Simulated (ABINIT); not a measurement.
```json
{"subject": "BiOCl (P4/nmm): G0W0 with ABINIT, start to end", "lattice_ang": [[3.8855, 0.0, 0.0], [0.0, 3.8855, 0.0], [0.0, 0.0, 7.3489]], "atoms": [["Bi", 0.5, 0.0, 0.329], ["Bi", 0.0, 0.5, 0.671], ["Cl", 0.0, 0.5, 0.1472], ["Cl", 0.5, 0.0, 0.8528], ["O", 0.0, 0.0, 0.5], ["O", 0.5, 0.5, 0.5]], "method": "RPA screening on PBEsol with spin-orbit coupling, plane waves, norm-conserving pseudopotentials (and 2 further levels or steps)", "program": "ABINIT 10.8.3", "settings_of_one_run": "cutoff 42 Ha, PseudoDojo fully relativistic 0.4 stringent, norm-conserving, potential set dojo-fr-pbesol-0.4-stringent, ngkpt (4, 4, 2), nband 160, ecuteps 3 Ha, shiftk (0, 0, 0), symchi 1, awtr 1, frequency ppm, 4×4×2 k-mesh", "cost": "5 runs, 49 min in all on 4 MPI ranks of Arm Neoverse V1, shared host (the runs of this entry)", "notes": "The program’s warnings: Neglecting <n,k|[Vnl,iqr]|m,k>. The cell and positions come from the Crystallography Open Database and are kept as given unless a step says otherwise. Limits: screening head approximate. Local fields lower the RPA ε∞ on this mesh from 8.62 to 7.62; a Γ-centred mesh this coarse tends to raise both, most where the direct gap is narrow, while a short band sum lowers them. Only 3 of the mesh’s irreducible points were corrected, so a valley elsewhere could overtake. Bands and cutoff are finite, so the gap is not at the basis limit. The miss can reach some tenths of an eV and take either sign; the mesh is an error of its own. The 4×4×2 mesh is coarse for this cell, which bears on the long-range parts of exchange and screening.", "results": {"pbesol_gap": "2.25 eV, indirect", "g0w0_gap_on_the_mesh": "3.38 eV", "g0w0_gap_over_the_zone_rigid_shift": "3.30 eV", "gw_settings": "4×4×2 mesh, 160 bands, screening to 81.6 eV, Godby-Needs plasmon pole", "known_limits": "not at the basis limit; screening head approximate; coarse k mesh"}}
```

[Paths, hosts, dates, memory and timing lines, banners, echoed tables and standing remarks are left out of the program output.]

[Logs are printed without paths, hosts, clocks, repeated set-up lines and the standing remarks that a program may print on its own settings, such as how far it seeks lower states.]

[Runs of the session that timed out or met a known fault of the program may be left out.]

[Hosts, paths, dates, database ids (printed as entryN), source tags and the programs' standing remarks are cut or masked in the printed files.]

[G0W0 gaps are taken among the corrected bands and points alone; a level outside them can change the order at an edge.]

[Where Ansatz stands beside ABINIT at settings called matched, ABINIT's density can come from a denser mesh and the files from another edition; pairs whose starting gaps differed by over 0.03 eV were left out, so agreement reads better than it is.]
